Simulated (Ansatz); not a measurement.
## Ba on Cu(110): change of the work function

How does Ba on the hollow site change the work function of Cu(110) as the layer fills?

Main program and level: Ansatz 0.2.0; plane-wave DFT, PBE, Ansatz PAW.

## (1) The structure

The cell holds 4 atoms: 4 Cu. Its edges and angles: a = 3.610 Å, b = 2.553 Å, c = 21.829 Å, α = 90.0°, β = 90.0°, γ = 90.0°. Vacuum lies along c.

## (2) The clean slab

The bare slab comes first, as the zero from which every change is counted. The two lowest layers are held at bulk places and the upper ones relax. The dipole correction removes the false field that a one-sided slab makes across the periodic vacuum, so each face gets a flat vacuum level of its own.

Contents of input.yaml:

```yaml
crystal:
  lattice:
    - [3.61, 0.0, 0.0]
    - [0.0, 2.5526554801, 0.0]
    - [0.0, 0.0, 21.8289832201]
  atoms:
    - { symbol: Cu, position: [0.5, 0.5, 0.412295887] }
    - { symbol: Cu, position: [0.0, 0.0, 0.4707652957] }
    - { symbol: Cu, position: [0.5, 0.5, 0.5292347043] }
    - { symbol: Cu, position: [0.0, 0.0, 0.587704113] }
kpoints:
  mp_grid: { grid: [12, 12, 1] }
hamiltonian:
  xc: pbe
scf:
  occupations: { method: fermi_dirac, width: 0.1 }
  convergence: { dr2_threshold: 1.0e-08 }
efield:
  axis: 3
  dipole_correction: true
  ramp_position: 0.97
  ramp_width: 0.06
relax:
  f_tol: 0.02
  max_steps: 60
  constraints: [{ sites: [0, 1] }]
output:
  write_potential: true
  write_density: true
  volumetric_format: npy
```

Run with:

```bash
$ ansatz run input.yaml --threads 4 --pin off --max-ram 16384MiB --backend cpu --events-out ev --progress --plain --runs-dir out
```

Numbers of over 12 decimals in the logs are rounded to 6 here.

What it wrote:

```text
Engine: ansatz 0.2.0, x86_64-unknown-linux-gnu
Pseudopotentials: kind: paw
Pseudopotential: Cu, paw, valence charge 19, recommended cutoff 420 eV (normal), Cu.paw.azcp
Functional definition: PBE
  parameter kappa = 0.804
  parameter beta = 0.066725
  exchange = pbe_x(kappa = kappa, mu = beta*pi^2/3)
  correlation = pbe_c(beta = beta)
Crystal: 4 atoms, lattice volume = 201.156 Å³
Basis set: ecut = 420 eV, 3941 PW (Γ), exchange–correlation on 50×36×300 points (8 copies of the dense FFT grid, shifted against one another)
Bands: 46, of which v1, the nominal top of the filled ones, is band 38 counted from 1 (37 counted from 0)
Symmetry: 4 space group operations
k-points: 49 of 144
Non-local potential: Cu, projectors of the file, l = 0: 3, l = 1: 2, l = 2: 3, l = 3: 1
PAW form: soft (Blöchl's): semilocal exchange-correlation on the pseudo side does not see the compensation charge
PAW one-centre angular grid: Cu, 590 points (default); XC on 64 Gauss nodes
Initial density: superposition of atomic densities (neutral atoms: chi_scale 0, normalization atom), corrected by the library's trained network
Initial wavefunctions: pseudopotential atomic-orbital guess
Functional: x = pbe(κ = 0.804, μ = 0.219515), c = pbe(β = 0.066725)
SCF iter   1: F=—  HF=-26498.839620 eV  |F-HF|=—  |Δ(HF+E_count)|=         —  Δρ=1.83e-3  dr2=3.89e-2  ethr=1.77e-3  p=0.000 e·Å  D=1.65e-13 V/Å  ΔV_dip=-0.00 eV  dr2_dipole=1.81e-9  V_vac-E_F(+/−)=4.30/4.30 eV  ⟨swp⟩=8.6  Hψ=10023  notcnv=0  defer=21
efield: sawtooth ramp at fractional position 0.9700 (set: `efield.ramp_position`, or a place that a band, a saddle search or an elastic batch's reference lends), width 0.0600; the density the first Hamiltonian is built on has a dipole p = 0.000 e·Å; the dipole correction subtracts the counter field D = 1.65e-13 V/Å, which shifts the + side's vacuum level by -0.00 eV against the − side's; the planar-averaged density in the ramp window peaks in size at 2.8e-6 e/Å³
preconditioner: auto → LDOS  [metal: Δε(μ)=0.026 eV  Ē_g=7.341 eV  σ=0.100 eV  W_gap=0.07  n_scr=38 (ndim 8)  ℏωp=17.4 eV  f_vac=0.693  D(μ)=1.55/eV (n_scr^D=8)  β→1.0]
SCF iter   2: F=—  HF=-26498.849871 eV  |F-HF|=—  |Δ(HF+E_count)|=   1.03e-2  Δρ=4.30e-3  dr2=2.76e-2  ethr=5.11e-5  p=0.000 e·Å  D=3.39e-5 V/Å  ΔV_dip=-0.00 eV  dr2_dipole=5.63e-8  V_vac-E_F(+/−)=4.39/4.39 eV  ⟨swp⟩=2.1  Hψ=4075  notcnv=0  defer=70
SCF iter   3: F=—  HF=-26498.844257 eV  |F-HF|=—  |Δ(HF+E_count)|=   5.61e-3  Δρ=8.28e-4  dr2=2.23e-3  ethr=3.63e-5  p=0.000 e·Å  D=1.32e-5 V/Å  ΔV_dip=-0.00 eV  dr2_dipole=4.17e-9  V_vac-E_F(+/−)=4.39/4.39 eV  ⟨swp⟩=2.1  Hψ=2910  notcnv=0  defer=70
SCF iter   4: F=—  HF=-26498.844465 eV  |F-HF|=—  |Δ(HF+E_count)|=   2.08e-4  Δρ=7.03e-4  dr2=8.80e-4  ethr=2.94e-6  p=0.000 e·Å  D=1.59e-5 V/Å  ΔV_dip=-0.00 eV  dr2_dipole=8.09e-10  V_vac-E_F(+/−)=4.38/4.38 eV  ⟨swp⟩=2.0  Hψ=3327  notcnv=0  defer=70
SCF iter   5: F=—  HF=-26498.844448 eV  |F-HF|=—  |Δ(HF+E_count)|=   1.73e-5  Δρ=3.29e-4  dr2=1.36e-4  ethr=1.16e-6  p=0.000 e·Å  D=8.77e-6 V/Å  ΔV_dip=-0.00 eV  dr2_dipole=4.04e-9  V_vac-E_F(+/−)=4.40/4.40 eV  ⟨swp⟩=2.0  Hψ=3374  notcnv=0  defer=70
SCF iter   6: F=—  HF=-26498.844440 eV  |F-HF|=—  |Δ(HF+E_count)|=   8.16e-6  Δρ=1.60e-4  dr2=3.83e-5  ethr=1.79e-7  p=0.000 e·Å  D=8.06e-6 V/Å  ΔV_dip=-0.00 eV  dr2_dipole=3.89e-10  V_vac-E_F(+/−)=4.40/4.40 eV  ⟨swp⟩=2.0  Hψ=3190  notcnv=0  defer=70
SCF iter   7: F=—  HF=-26498.844447 eV  |F-HF|=—  |Δ(HF+E_count)|=   6.90e-6  Δρ=3.90e-5  dr2=3.52e-6  ethr=5.04e-8  p=0.000 e·Å  D=5.04e-6 V/Å  ΔV_dip=-0.00 eV  dr2_dipole=8.00e-10  V_vac-E_F(+/−)=4.40/4.40 eV  ⟨swp⟩=2.0  Hψ=3148  notcnv=0  defer=70
SCF iter   8: F=—  HF=-26498.844410 eV  |F-HF|=—  |Δ(HF+E_count)|=   3.73e-5  Δρ=2.98e-5  dr2=1.11e-6  ethr=4.63e-9  p=0.000 e·Å  D=4.46e-6 V/Å  ΔV_dip=-0.00 eV  dr2_dipole=1.50e-9  V_vac-E_F(+/−)=4.41/4.41 eV  ⟨swp⟩=2.1  Hψ=3322  notcnv=0  defer=70
SCF iter   9: F=—  HF=-26498.844409 eV  |F-HF|=—  |Δ(HF+E_count)|=   5.06e-7  Δρ=6.35e-6  dr2=4.65e-8  ethr=1.46e-9  p=0.000 e·Å  D=3.80e-8 V/Å  ΔV_dip=-0.00 eV  dr2_dipole=3.89e-10  V_vac-E_F(+/−)=4.41/4.41 eV  ⟨swp⟩=2.0  Hψ=3183  notcnv=0  defer=70
SCF iter  10: F=—  HF=-26498.844410 eV  |F-HF|=—  |Δ(HF+E_count)|=   6.09e-7  Δρ=7.31e-6  dr2=7.27e-8  ethr=1.32e-11  p=0.000 e·Å  D=1.52e-6 V/Å  ΔV_dip=-0.00 eV  dr2_dipole=1.44e-10  V_vac-E_F(+/−)=4.41/4.41 eV  ⟨swp⟩=9.8  Hψ=15614  notcnv=0
SCF iter  11: F=—  HF=-26498.844410 eV  |F-HF|=—  |Δ(HF+E_count)|=   3.22e-8  Δρ=4.38e-6  dr2=2.57e-8  ethr=6.12e-11  p=-0.000 e·Å  D=-3.92e-7 V/Å  ΔV_dip=0.00 eV  dr2_dipole=9.46e-11  V_vac-E_F(+/−)=4.41/4.41 eV  ⟨swp⟩=2.0  Hψ=3419  notcnv=0  defer=61
SCF iter  12: F=-26498.844410 eV  HF=-26498.844410 eV  |F-HF|=4.67e-9  |Δ(HF+E_count)|=   3.59e-8  Δρ=7.69e-7  dr2=8.90e-10  ethr=1.32e-11  p=0.000 e·Å  D=9.56e-8 V/Å  ΔV_dip=-0.00 eV  dr2_dipole=1.49e-12  V_vac-E_F(+/−)=4.41/4.41 eV  ⟨swp⟩=8.8  Hψ=13795  notcnv=0
SCF 1 converged in 12 iterations: F = -26498.844410 eV  dr2 = 8.90e-10
  greatest PAW one-centre occupation: 1.000 electrons in one spin orbital (limit 2), on the Cu atom at site 0 (counted from 0), in its partial waves of l = 0
relax step   1: F+E_penalty+E_count = -26498.84440968 eV  Δ(F+E_penalty+E_count) = +0.000e0 eV  max|allowed force component| = 4.337e-1 eV/Å  Δτ_max = 0.0000 Å  (12 SCF iters, accepted)
Initial density: handed on by an earlier stage of this run
Initial wavefunctions: those handed on with the density
iter 1 solved again at ethr=2.74e-6 eV; its pass at ethr=3.10e-3 eV (dr2=2.08e-3 eV) is discarded
SCF iter   1: F=—  HF=-26498.856504 eV  |F-HF|=—  |Δ(HF+E_count)|=         —  Δρ=1.47e-3  dr2=2.03e-3  ethr=2.74e-6  p=0.000 e·Å  D=2.87e-7 V/Å  ΔV_dip=-0.00 eV  dr2_dipole=7.89e-6  V_vac-E_F(+/−)=4.41/4.41 eV  ⟨swp⟩=2.4  Hψ=7328  notcnv=0  defer=69
efield: sawtooth ramp at fractional position 0.9700 (set: `efield.ramp_position`, or a place that a band, a saddle search or an elastic batch's reference lends), width 0.0600; the density the first Hamiltonian is built on has a dipole p = 0.000 e·Å; the dipole correction subtracts the counter field D = 2.87e-7 V/Å, which shifts the + side's vacuum level by -0.00 eV against the − side's; the planar-averaged density in the ramp window peaks in size at 3.4e-6 e/Å³
preconditioner: auto → LDOS  [metal: Δε(μ)=0.060 eV  Ē_g=7.457 eV  σ=0.100 eV  W_gap=0.15  n_scr=38 (ndim 8)  ℏωp=17.4 eV  f_vac=0.692  D(μ)=1.63/eV (n_scr^D=8)  β→1.0]
[...]
SCF iter   6: F=—  HF=-26498.855709 eV  |F-HF|=—  |Δ(HF+E_count)|=   6.73e-7  Δρ=1.18e-5  dr2=4.45e-7  ethr=1.14e-8  p=-0.000 e·Å  D=-4.33e-5 V/Å  ΔV_dip=0.00 eV  dr2_dipole=9.53e-8  V_vac-E_F(+/−)=4.42/4.41 eV  ⟨swp⟩=2.0  Hψ=3175  notcnv=0  defer=69
SCF iter   7: F=—  HF=-26498.855710 eV  |F-HF|=—  |Δ(HF+E_count)|=   8.10e-7  Δρ=1.43e-5  dr2=2.37e-7  ethr=5.86e-10  p=-0.000 e·Å  D=-2.57e-5 V/Å  ΔV_dip=0.00 eV  dr2_dipole=4.48e-10  V_vac-E_F(+/−)=4.41/4.41 eV  ⟨swp⟩=3.6  Hψ=4529  notcnv=0  defer=69
SCF iter   8: F=—  HF=-26498.855710 eV  |F-HF|=—  |Δ(HF+E_count)|=   6.52e-8  Δρ=3.90e-6  dr2=2.56e-8  ethr=3.11e-10  p=-0.000 e·Å  D=-1.95e-5 V/Å  ΔV_dip=0.00 eV  dr2_dipole=2.46e-11  V_vac-E_F(+/−)=4.41/4.41 eV  ⟨swp⟩=2.0  Hψ=3159  notcnv=0  defer=69
SCF iter   9: F=-26498.855710 eV  HF=-26498.855710 eV  |F-HF|=6.94e-9  |Δ(HF+E_count)|=   5.24e-8  Δρ=1.91e-6  dr2=7.76e-9  ethr=1.32e-11  p=-0.000 e·Å  D=-1.52e-5 V/Å  ΔV_dip=0.00 eV  dr2_dipole=1.50e-10  V_vac-E_F(+/−)=4.41/4.41 eV  ⟨swp⟩=9.0  Hψ=14768  notcnv=0
SCF 2 converged in 9 iterations: F = -26498.855710 eV  dr2 = 7.76e-9
relax step   2: F+E_penalty+E_count = -26498.85571010 eV  Δ(F+E_penalty+E_count) = -1.130e-2 eV  max|allowed force component| = 3.031e-1 eV/Å  Δτ_max = 0.0205 Å  (9 SCF iters, accepted)
SCF iter   1: F=—  HF=-26498.870310 eV  |F-HF|=—  |Δ(HF+E_count)|=         —  Δρ=3.28e-3  dr2=1.04e-2  ethr=1.38e-4  p=-0.000 e·Å  D=-1.53e-5 V/Å  ΔV_dip=0.00 eV  dr2_dipole=6.45e-5  V_vac-E_F(+/−)=4.42/4.42 eV  ⟨swp⟩=4.6  Hψ=5913  notcnv=0  defer=69
efield: sawtooth ramp at fractional position 0.9700 (set: `efield.ramp_position`, or a place that a band, a saddle search or an elastic batch's reference lends), width 0.0600; the density the first Hamiltonian is built on has a dipole p = -0.000 e·Å; the dipole correction subtracts the counter field D = -1.53e-5 V/Å, which shifts the + side's vacuum level by +0.00 eV against the − side's; the planar-averaged density in the ramp window peaks in size at 5.0e-6 e/Å³
preconditioner: auto → LDOS  [metal: Δε(μ)=0.062 eV  Ē_g=7.466 eV  σ=0.100 eV  W_gap=0.15  n_scr=38 (ndim 8)  ℏωp=17.4 eV  f_vac=0.693  D(μ)=1.60/eV (n_scr^D=8)  β→1.0]
SCF iter   2: F=—  HF=-26498.867857 eV  |F-HF|=—  |Δ(HF+E_count)|=   2.45e-3  Δρ=2.53e-3  dr2=9.92e-3  ethr=1.36e-5  p=-0.001 e·Å  D=-6.25e-4 V/Å  ΔV_dip=0.01 eV  dr2_dipole=2.97e-4  V_vac-E_F(+/−)=4.46/4.44 eV  ⟨swp⟩=2.0  Hψ=4766  notcnv=0  defer=67
SCF iter   3: F=—  HF=-26498.868104 eV  |F-HF|=—  |Δ(HF+E_count)|=   2.46e-4  Δρ=2.95e-3  dr2=1.06e-2  ethr=1.31e-5  p=0.001 e·Å  D=4.83e-4 V/Å  ΔV_dip=-0.01 eV  dr2_dipole=3.94e-5  V_vac-E_F(+/−)=4.42/4.43 eV  ⟨swp⟩=2.0  Hψ=4201  notcnv=0  defer=67
SCF iter   4: F=—  HF=-26498.866894 eV  |F-HF|=—  |Δ(HF+E_count)|=   1.21e-3  Δρ=1.88e-3  dr2=4.37e-3  ethr=1.31e-5  p=0.000 e·Å  D=2.41e-4 V/Å  ΔV_dip=-0.01 eV  dr2_dipole=1.68e-5  V_vac-E_F(+/−)=4.42/4.43 eV  ⟨swp⟩=1.0  Hψ=2189  notcnv=0  defer=67
SCF iter   5: F=—  HF=-26498.866141 eV  |F-HF|=—  |Δ(HF+E_count)|=   7.53e-4  Δρ=4.79e-4  dr2=2.67e-4  ethr=5.75e-6  p=-0.000 e·Å  D=-1.94e-4 V/Å  ΔV_dip=0.00 eV  dr2_dipole=4.24e-7  V_vac-E_F(+/−)=4.43/4.43 eV  ⟨swp⟩=2.0  Hψ=3232  notcnv=0  defer=67
SCF iter   6: F=—  HF=-26498.866074 eV  |F-HF|=—  |Δ(HF+E_count)|=   6.69e-5  Δρ=6.53e-5  dr2=7.23e-6  ethr=3.51e-7  p=-0.000 e·Å  D=-2.68e-4 V/Å  ΔV_dip=0.01 eV  dr2_dipole=2.92e-7  V_vac-E_F(+/−)=4.43/4.43 eV  ⟨swp⟩=2.0  Hψ=3246  notcnv=0  defer=67
SCF iter   7: F=—  HF=-26498.866019 eV  |F-HF|=—  |Δ(HF+E_count)|=   5.44e-5  Δρ=3.49e-5  dr2=2.80e-6  ethr=9.52e-9  p=-0.000 e·Å  D=-3.00e-4 V/Å  ΔV_dip=0.01 eV  dr2_dipole=3.05e-7  V_vac-E_F(+/−)=4.43/4.43 eV  ⟨swp⟩=2.0  Hψ=3994  notcnv=0  defer=67
SCF iter   8: F=—  HF=-26498.866020 eV  |F-HF|=—  |Δ(HF+E_count)|=   3.36e-7  Δρ=3.28e-5  dr2=1.56e-6  ethr=3.69e-9  p=-0.000 e·Å  D=-3.00e-4 V/Å  ΔV_dip=0.01 eV  dr2_dipole=7.27e-8  V_vac-E_F(+/−)=4.43/4.43 eV  ⟨swp⟩=2.0  Hψ=3106  notcnv=0  defer=67
SCF iter   9: F=—  HF=-26498.866020 eV  |F-HF|=—  |Δ(HF+E_count)|=   3.69e-8  Δρ=5.54e-6  dr2=1.37e-7  ethr=2.06e-9  p=-0.000 e·Å  D=-3.03e-4 V/Å  ΔV_dip=0.01 eV  dr2_dipole=2.28e-8  V_vac-E_F(+/−)=4.43/4.43 eV  ⟨swp⟩=2.0  Hψ=3039  notcnv=0  defer=67
SCF iter  10: F=-26498.866020 eV  HF=-26498.866020 eV  |F-HF|=6.28e-8  |Δ(HF+E_count)|=   1.36e-7  Δρ=1.68e-6  dr2=5.91e-9  ethr=1.32e-11  p=-0.000 e·Å  D=-3.04e-4 V/Å  ΔV_dip=0.01 eV  dr2_dipole=2.58e-10  V_vac-E_F(+/−)=4.43/4.43 eV  ⟨swp⟩=7.9  Hψ=15781  notcnv=0
SCF 3 converged in 10 iterations: F = -26498.866020 eV  dr2 = 5.91e-9
relax step   3: F+E_penalty+E_count = -26498.86601991 eV  Δ(F+E_penalty+E_count) = -1.031e-2 eV  max|allowed force component| = 6.179e-3 eV/Å  Δτ_max = 0.0556 Å  (10 SCF iters, accepted)
NSCF: frozen V_eff on 49 k-points
the search or the solves at the SCF's close seem to have found levels that the self-consistency loop had missed (the run counts 1). By its estimate they hold under 1e-12 electrons; where the run keeps them, the occupations were computed again with them
WARN: The input density's exchange-correlation potential varies sharply where the density is thin. Do not read a vacuum level from v_tot or v_xc, or from such a field of the output density. On a cell that repeats whose density bears no net charge and no dipole along the vacuum's axis use v_es (v_loc + v_h of the components); under efield.dipole_correction with no amplitude use v_es + v_field, which holds any external [...]
SCF converged after 10 iterations
Free energy (F): -26498.866020 eV
Harris-Foulkes:  -26498.866020 eV  (|F-HF|=6.28e-8)
Internal energy: -26498.813342 eV  (E = F + TS)
E sigma→0 (E₀):  -26498.839681 eV
Entropy (-TS):   -0.052678 eV (-13.170 meV/atom)
Fermi energy:    0.599702 eV
Dipole field:    D = -0.000325 V/Å  (p = -0.000362 e·Å, saw-weighted, corrected)
Work function:   Φ+ = 4.4340 eV   Φ− = 4.4269 eV
Levels:          The Fermi level and band energies are counted from a zero that moves with the ramp; work functions are not
--- Per-component energies (eV) ---
  E_band       = -2645.086870
  E_kinetic    = 1197.356169
  E_local      = -139158.539213  (includes V_loc(G=0)·N_el)
  E_nonlocal   = 1570.109888
  E_hartree    = 68014.073078
  E_xc         = -353.452587
  E_vxc        = -455.672866  (∫ρ·V_xc dr)
  E_paw        = -6661.783575  (= ΣΔE_a)
  E_vpaw       = -1826.478685  (= ΣTr[D̂ρ^β])
  E_aug_tail   = 0.001113  (compensation charges beyond the density's cutoff)
  E_efield     = 0.000000  (sawtooth field / dipole correction)
  E_vefield    = 0.000260  (∫n·V_field dr)
  E_ewald      = 48893.421785
  E_smearing   = -0.052678  (= −TS)
  E_closure    = 0.000000  (closes the sum)
  Σ components = -26498.866020   (vs F -26498.866020, Δ=0.00e0)
--- Forces (eV/Å), atoms counted from 1 ---
  atom   1  Cu     0.00000000     0.00000000     0.39489464
  atom   2  Cu     0.00000000     0.00000000    -0.39547080
  atom   3  Cu     0.00000000     0.00000000     0.00617852
  atom   4  Cu     0.00000000     0.00000000    -0.00556448
  max |Σ_I F_I| component: 3.79e-5 eV/Å
--- Band table (eV; the first three rows and the last of 49) ---
  k-point 0: bands = [... 34 lower, -1.1118, -0.9747, -0.9585, -0.7847, -0.0266, 2.7061, 3.7012, 4.5938, ... 4 higher]
  k-point 1: bands = [... 34 lower, -1.0342, -1.0075, -0.8924, -0.8681, 0.1231, 2.8767, 4.0118, 4.7516, ... 4 higher]
  k-point 2: bands = [... 34 lower, -1.0976, -1.0026, -0.9500, -0.8175, 0.5503, 3.3665, 4.8493, 5.2218, ... 4 higher]
  k-point 48: bands = [... 34 lower, -0.8274, -0.7855, 1.2466, 1.2826, 4.3491, 4.4451, 4.8089, 4.8495, ... 4 higher]
--- Relaxed structure (3 steps of the walk, 3 accepted, 0 SCFs on fresh bases) ---
  F+E_penalty+E_count = -26498.86601991 eV   max|allowed force component| = 6.179e-3 eV/Å
  atoms:
    - { symbol: Cu, position: [0.5, 0.5, 0.412296] }
    - { symbol: Cu, position: [0.0, 0.0, 0.4707652957] }
    - { symbol: Cu, position: [0.5, 0.5, 0.532718] }
    - { symbol: Cu, position: [0.0, 0.0, 0.586149] }
```

The job ended after 23 s (4 threads of Intel Xeon Platinum 8488C (Sapphire Rapids), shared host; peak memory 0.73 GiB).

The steps of the relaxation:

```tsv
step	energy less that of the first step (eV)	largest force component (eV/Å)
1	0.0000	0.4337
2	-0.0113	0.3031
3	-0.0216	0.0062
```

Forces are held to the 4 operations that the run works with; a distortion that breaks them can't arise in this run.

The atoms that moved most (Å):

```tsv
atom	dx	dy	dz	length
Cu3	0.000	0.000	0.076	0.076
Cu4	0.000	0.000	-0.034	0.034
```

The relaxed structure:

```cif
data_structure
_symmetry_space_group_name_H-M 'P 1'
_symmetry_Int_Tables_number 1
_cell_length_a 3.6100
_cell_length_b 2.5527
_cell_length_c 21.8290
_cell_angle_alpha 90.000
_cell_angle_beta 90.000
_cell_angle_gamma 90.000
_cell_volume 201.16
loop_
_atom_site_label
_atom_site_type_symbol
_atom_site_fract_x
_atom_site_fract_y
_atom_site_fract_z
_atom_site_occupancy
Cu1 Cu 0.50000 0.50000 0.41230 1
Cu2 Cu 0.00000 0.00000 0.47077 1
Cu3 Cu 0.50000 0.50000 0.53272 1
Cu4 Cu 0.00000 0.00000 0.58615 1
```

This step gave:

- energy at zero smearing: -26498.8397 eV
- work function, upper face: 4.434 eV
- dipole along the normal: -3.62e-4 e·Å

Running mean over 1.276 Å of the planar mean; the ramp of the sawtooth is left out. Electron's electrostatic potential energy less the Fermi level against z:

```tsv
z (Å)	electron's electrostatic potential energy less the Fermi level (eV)
3.0	4.43
3.5	4.43
4.0	4.43
4.5	4.43
5.0	4.43
5.5	4.42
6.0	4.40
6.5	4.35
7.0	4.17
7.5	3.53
8.0	0.975
8.5	-3.83
9.0	-7.52
9.5	-8.51
10.0	-8.65
10.5	-8.34
11.0	-8.19
11.5	-8.78
12.0	-9.65
12.5	-9.29
13.0	-6.67
13.5	-1.85
14.0	2.39
14.5	3.90
15.0	4.28
15.5	4.39
16.0	4.42
16.5	4.43
17.0	4.43
17.5	4.43
18.0	4.43
18.5	4.43
```

The relaxation took 3 steps and lowered the energy by 0.022 eV; the largest force on the free atoms ends at 0.0062 eV/Å.

The work function of the upper face is 4.43 eV.

(Part 1 of 3 ends here.)

[Logs are printed without paths, hosts, clocks, repeated set-up lines and the standing remarks that a program may print on its own settings, such as how far it seeks lower states.]

[Hosts, paths, dates, database ids (printed as entryN), source tags and the programs' standing remarks are cut or masked in the printed files.]

[Maps of the electrostatic potential energy from Ansatz leave out the sawtooth potential of an applied field or a dipole correction, so their vacuum need not be flat; planar profiles and work functions include it.]
